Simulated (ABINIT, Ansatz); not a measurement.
# CsLiMoO4 (F-43m): G0W0 on several meshes in ABINIT, part 2 of 2

How does the mesh move the gap of CsLiMoO4 (F-43m)?

ABINIT 10.8.3; LDA and many-body steps on it, plane waves. Known limits of the many-body steps: not at the basis limit; no spin-orbit coupling; coarse k mesh.

So far. Step 4 (2×2×2): The gap on the mesh goes from 4.43 eV to 6.16 eV, a correction of +1.72 eV. Step 5 (Empty states on the mesh, 4×4×4 mesh, 134 bands): On this mesh the gap is 4.433 eV.

**6. Screening, 4×4×4 mesh, 122 bands, screening to 114.3 eV**

This step: RPA screening on LDA, plane waves, norm-conserving pseudopotentials.

Contents of run.abi:

```
acell 3*1.0 Angstrom
rprim 
  0.000000000000 4.196030970000 4.196030970000
  4.196030970000 -0.000000000000 4.196030970000
  4.196030970000 4.196030970000 0.000000000000
ntypat 4
znucl 55 3 42 8
natom 7
typat 1 2 3 4 4 4 4
xred 
  0.750000000000 0.750000000000 0.750000000000
  0.500000000000 0.500000000000 0.500000000000
  0.250000000000 0.250000000000 0.250000000000
  0.886367480000 0.371210840000 0.371210840000
  0.371210840000 0.371210840000 0.886367480000
  0.371210840000 0.886367480000 0.371210840000
  0.371210840000 0.371210840000 0.371210840000
pp_dirpath "pseudos"
pseudos "Cs.upf, Li.upf, Mo.upf, O.upf"
ecut 36
ngkpt 4 4 4
nshiftk 1
shiftk 0 0 0
kptopt 1
chksymbreak 0
istwfk *1
occopt 1
irdwfk 1
optdriver 3
nband 122
ecuteps 4.2
inclvkb 2
awtr 1
symchi 1
indata_prefix "in"
outdata_prefix "out"
tmpdata_prefix "tmp"
```

The run is started by

```console
OMP_NUM_THREADS=1 mpirun -n 4 abinit run.abi > log
```

Numbers of over 12 decimals in the logs are rounded to 6 here.

The log of the run:

```text
.Version 10.8.3 of ABINIT. v10.8.2 released Aug 2026.

 Symmetries : space group F-4 3 m (#216); Bravais cF (face-center cubic)
[... echo of the input left out ...]
== DATASET  1 ==================================================================
-   mpi_nproc: 4, omp_nthreads: 1 (-1 if OMP is not activated)

--- !DatasetInfo
iteration_state: {dtset: 1, }
dimensions: {natom: 7, nkpt: 8, mband: 122, nsppol: 1, nspinor: 1, nspden: 1, mpw: 10326, }
cutoff_energies: {ecut:  36.0, pawecutdg:  -1.0, }
electrons: {nelect:   5.00000000E+01, charge:   0.00000000E+00, occopt:   1.00000000E+00, tsmear:   1.00000000E-02, }

 SCREENING: Calculation of the susceptibility and dielectric matrices

 Based on a program developped by R.W. Godby, V. Olevano, G. Onida, and L. Reining.
 Incorporated in ABINIT by V. Olevano, G.-M. Rignanese, and M. Torrent.
.Using double precision arithmetic ; gwpc =  8

[... cell and pseudopotentials left out ...]
--------------------------------------------------------------------------------

 ==== K-mesh for the wavefunctions ====
 Number of points in the irreducible wedge :     8
[... list of points left out ...]
 Together with 24 symmetry operations and time-reversal symmetry
 yields    64 points in the full Brillouin Zone.

 ==== Q-mesh for the screening function ====
 Number of points in the irreducible wedge :     8
[... list of points left out ...]
 Together with 24 symmetry operations and time-reversal symmetry
 yields    64 points in the full Brillouin Zone.

 setmesh: FFT mesh size selected  =    45x   45x   45
          total number of points  =        91125

 vcoul_init : cutoff-mode = AUXILIARY_FUNCTION
 q-points for optical limit:   1
     1)      0.000010    0.000020    0.000030

- screening: taking advantage of time-reversal symmetry
- Maximum band index for partially occupied states nbvw = 25
- Remaining bands to be divided among processors   nbcw = 97
- Number of bands treated by each node ~24

 Number of electrons calculated from density =   50.0000; Expected =   50.0000
 average of density, n =  0.050145
 r_s =    1.6823
 omega_plasma =   21.6008 [eV]

 calculating chi0 at frequencies [eV] :
  1    0.000000E+00    0.000000E+00
  2    0.000000E+00    2.160077E+01

--------------------------------------------------------------------------------
  q-point number  1        q = ( 0.000000, 0.000000, 0.000000) [r.l.u.]
--------------------------------------------------------------------------------
[... chi0 elements left out ...]
 For q-point:  0.000010 0.000020 0.000030
  dielectric constant =   2.4783
  dielectric constant without local fields =   3.3115

  Average fulfillment of the sum rule on Im[epsilon] for q-point    1 :     51.06  [%]
[... wings left out ...]
  q-point number  2        q = ( 0.250000, 0.000000, 0.000000) [r.l.u.]
--------------------------------------------------------------------------------
[... chi0 elements left out ...]
  Average fulfillment of the sum rule on Im[epsilon] for q-point    2 :     63.88  [%]

 [... 6 further q-points ...]
```

Run time: 4.8 min. Hardware: 4 MPI ranks of Arm Neoverse V1, shared host; peak memory 3.4 GiB.

This step gave:

```yaml
eps_infinity_with_local_fields_on_this_mesh_along_the_program_s_q_direction: 2.478
the_same_without_local_fields: 3.312
plasma_frequency: 21.60 eV
plane_waves_in_the_screening_matrix: 411
```

**7. 4×4×4**

This step: G0W0 on LDA, plane waves, norm-conserving pseudopotentials.

Edit run.abi of step 6 so:

```diff
@@ -28,8 +28,19 @@
 irdwfk 1
-optdriver 3
+optdriver 4
 nband 122
+gwcalctyp 0
+ecutsigx 36
+symsigma 1
+nkptgw 3
+kptgw 
+  0.5000000000 0.0000000000 0.0000000000
+  0.5000000000 0.5000000000 0.0000000000
+  0.0000000000 0.0000000000 0.0000000000
+bdgw 
+  23 27
+  24 27
+  23 28
 ecuteps 4.2
-inclvkb 2
-awtr 1
-symchi 1
+irdscr 1
+ppmodel 1
 indata_prefix "in"
```

The log of the run:

```text
.Version 10.8.3 of ABINIT. v10.8.2 released Aug 2026.

 Symmetries : space group F-4 3 m (#216); Bravais cF (face-center cubic)
[... echo of the input left out ...]
== DATASET  1 ==================================================================
-   mpi_nproc: 4, omp_nthreads: 1 (-1 if OMP is not activated)

--- !DatasetInfo
iteration_state: {dtset: 1, }
dimensions: {natom: 7, nkpt: 8, mband: 122, nsppol: 1, nspinor: 1, nspden: 1, mpw: 10326, }
cutoff_energies: {ecut:  36.0, pawecutdg:  -1.0, }
electrons: {nelect:   5.00000000E+01, charge:   0.00000000E+00, occopt:   1.00000000E+00, tsmear:   1.00000000E-02, }

 SIGMA: Calculation of the GW corrections

 Based on a program developped by R.W. Godby, V. Olevano, G. Onida, and L. Reining.
 Incorporated in ABINIT by V. Olevano, G.-M. Rignanese, and M. Torrent.
.Using double precision arithmetic ; gwpc =  8

[... cell and pseudopotentials left out ...]
--------------------------------------------------------------------------------

 ==== K-mesh for the wavefunctions ====
 Number of points in the irreducible wedge :     8
[... list of points left out ...]
 Together with 24 symmetry operations and time-reversal symmetry
 yields    64 points in the full Brillouin Zone.

 ==== Q-mesh for screening function ====
 Number of points in the irreducible wedge :     8
[... list of points left out ...]
 Together with 24 symmetry operations and time-reversal symmetry
 yields    64 points in the full Brillouin Zone.

 vcoul_init : cutoff-mode = AUXILIARY_FUNCTION
 q-points for optical limit:   1
     1)      0.000010    0.000020    0.000030
 setmesh: FFT mesh size selected  =    64x   64x   64
          total number of points  =       262144

 Number of electrons calculated from density =   50.0000; Expected =   50.0000
[...]
number of plane-waves for wavefunctions         10177
 number of bands                                   122
 number of q-points in IBZ                           8
 number of frequencies                               2
 number of real frequencies                          1
 number of imag frequencies                          1

 matrix elements of self-energy operator (all in [eV])

 Perturbative Calculation

--- !SelfEnergy_ee
iteration_state: {dtset: 1, }
kpoint     : [   0.500,    0.000,    0.000, ]
spin       : 1
KS_gap     :    4.811
QP_gap     :    8.083
Delta_QP_KS:    3.272
data: !SigmaeeData |
     Band     E0 <VxcDFT>   SigX SigC(E0)      Z dSigC/dE  Sig(E)    E-E0       E
       23  -0.533 -18.332 -23.585   4.259   0.772  -0.296 -19.099  -0.767  -1.300
       24  -0.533 -18.332 -23.585   4.259   0.772  -0.296 -19.099  -0.767  -1.300
       25  -0.050 -19.195 -24.349   4.277   0.770  -0.299 -19.870  -0.675  -0.725
[...]
--- !SelfEnergy_ee
iteration_state: {dtset: 1, }
kpoint     : [   0.500,    0.500,    0.000, ]
spin       : 1
KS_gap     :    4.791
QP_gap     :    7.958
Delta_QP_KS:    3.168
data: !SigmaeeData |
     Band     E0 <VxcDFT>   SigX SigC(E0)      Z dSigC/dE  Sig(E)    E-E0       E
[...]
--- !SelfEnergy_ee
iteration_state: {dtset: 1, }
kpoint     : [   0.000,    0.000,    0.000, ]
spin       : 1
KS_gap     :    4.493
QP_gap     :    6.288
Delta_QP_KS:    1.796
data: !SigmaeeData |
     Band     E0 <VxcDFT>   SigX SigC(E0)      Z dSigC/dE  Sig(E)    E-E0       E
[...]
27   4.580 -18.723 -13.225  -2.325   0.808  -0.237 -16.159   2.564   7.144
       28   4.580 -18.723 -13.225  -2.325   0.808  -0.237 -16.159   2.564   7.144

== END DATASET(S) ==============================================================
================================================================================

 -outvars: echo values of variables after computation  --------
           etotal      0.0000000000E+00
            nband         122
             nkpt           8
          spgroup         216
 [... the other variables as echoed above ...]

 Calculation completed.
```

Elapsed: 55 s, on 4 MPI ranks; peak memory 2.5 GiB.

This step gave:

| Property | Result |
| --- | --- |
| G0W0 gap on the points computed | 6.283 eV |
| starting gap on the mesh | 4.433 eV |
| k of the valence top | 0.5, 0, 0 |
| k of the conduction bottom | 0, 0, 0 |
| Z at the valence top | 0.77 |
| Z at the conduction bottom | 0.878 |
| least direct G0W0 gap on the computed points | 6.289 eV |

Against G0W0 in ABINIT (2×2×2 mesh, 122 bands, screening to 114.3 eV, Godby-Needs plasmon pole), the gap moves by +0.126 eV.

**8. Side by side**

Times are wall times on 4 MPI ranks of Arm Neoverse V1, shared host, good to a factor of about two. A run's time includes the screening step that it read.

```csv
run,mesh,bands,screening cutoff (eV),DFT gap (eV),gap on the mesh (eV),direct (eV),ε∞ used,time
2×2×2,2×2×2,122,114.3,4.433,6.157,6.162,2.48,55 s
4×4×4,4×4×4,122,114.3,4.433,6.283,6.289,2.48,5.8 min
```

**9. Outcome**

```yaml
2x2x2: 6.157 eV
4x4x4: 6.283 eV
known_limits: not at the basis limit; no spin-orbit coupling; coarse k mesh
```

**Reading.** 4×4×4: +0.126 eV against 2×2×2. Bands and cutoff are finite, so the gap is not at the basis limit. The miss can reach some tenths of an eV and take either sign; the mesh is an error of its own. The 2×2×2 mesh is coarse for this cell, which bears on the long-range parts of exchange and screening. The many-body steps are scalar-relativistic: spin-orbit coupling is not in them.

[Paths, hosts, dates, memory and timing lines, banners, echoed tables and standing remarks are left out of the program output.]

[Logs are printed without paths, hosts, clocks, repeated set-up lines and the standing remarks that a program may print on its own settings, such as how far it seeks lower states.]

[Runs of the session that timed out or met a known fault of the program may be left out.]

[Hosts, paths, dates, database ids (printed as entryN), source tags and the programs' standing remarks are cut or masked in the printed files.]

[G0W0 gaps are taken among the corrected bands and points alone; a level outside them can change the order at an edge.]

[Where Ansatz stands beside ABINIT at settings called matched, ABINIT's density can come from a denser mesh and the files from another edition; pairs whose starting gaps differed by over 0.03 eV were left out, so agreement reads better than it is.]
